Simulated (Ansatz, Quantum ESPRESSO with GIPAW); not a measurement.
# 13C assignment in Mg2C3

The values are calculated: DFT, PBE, plane-wave PAW (pslibrary 1.0.0 recipes), scalar-relativistic, GIPAW shieldings (Quantum ESPRESSO with GIPAW, a patched development version). Shifts follow from reference lines fitted to measured solids with this functional and these files. 13C: δ = (172.7 − σ) / 1.041, zero at TMS, fitted to 5 measured values, from C, C3H4O4 and SiC, with a scatter of 1.3 ppm r.m.s., with σ taken with the shape term of a sphere (7.0 ppm here). Kinds of site that fitted badly were split off after the misses were seen, so the scatter is that of the points kept. Spans are on the shift scale.

```xyz
5
Lattice="2.4155 -2.3500 0.0000 2.4155 2.3500 0.0000 -1.2271 0.0000 4.8333" Properties=species:S:1:pos:R:3 pbc="T T T"
Mg   -0.0616    0.0000    3.8710
Mg    3.6656    0.0000    0.9623
C     1.8020    0.0000    2.4166
C     2.4783    0.0000    3.5616
C     1.1256    0.0000    1.2717
```

The cell is an entry of the Crystallography Open Database; it need not be the form that is stable at ambient conditions. The coordinates shown are those after relaxation (atoms relaxed).

The C sites:

```tsv
site	atom no.	atoms in cell	site symmetry	surroundings	bonds (Å)
C(1)	3	1	2/m	2 C neighbours	1.330
C(2)	4	2	m	1 C neighbour	1.330
```

The lines to be assigned:

```tsv
line	δ_iso (ppm)	relative area	span (ppm)	skew
A	189.2	1	307.4	0.89
B	65.3	2	61.9	0.46
```

Simulated spectrum: 13C MAS at 40 kHz, 23.5 T (251.6 MHz), lines broadened by 1.2 ppm; rigid lattice, with dipolar and J couplings left out. Its lines over 1.5 % of the strongest:

```tsv
δ (ppm)	area
348.1	0.05
189.2	0.40
65.3	1.00
30.2	0.04
```

**Question.** Which site gives which line?

The calculated assignment is A is C(1) (2 C neighbours); B is C(2) (1 C neighbour). The areas settle A and B, whose multiplicities are unique. The bonded neighbours set the region: A with C2; B with C.

[Banner, clock, file and message-heading lines were taken out of the pw.x and gipaw.x logs.]

[Logs are printed without paths, hosts, clocks, repeated set-up lines and the standing remarks that a program may print on its own settings, such as how far it seeks lower states.]

[Hosts, paths, dates, database ids (printed as entryN), source tags and the programs' standing remarks are cut or masked in the printed files.]
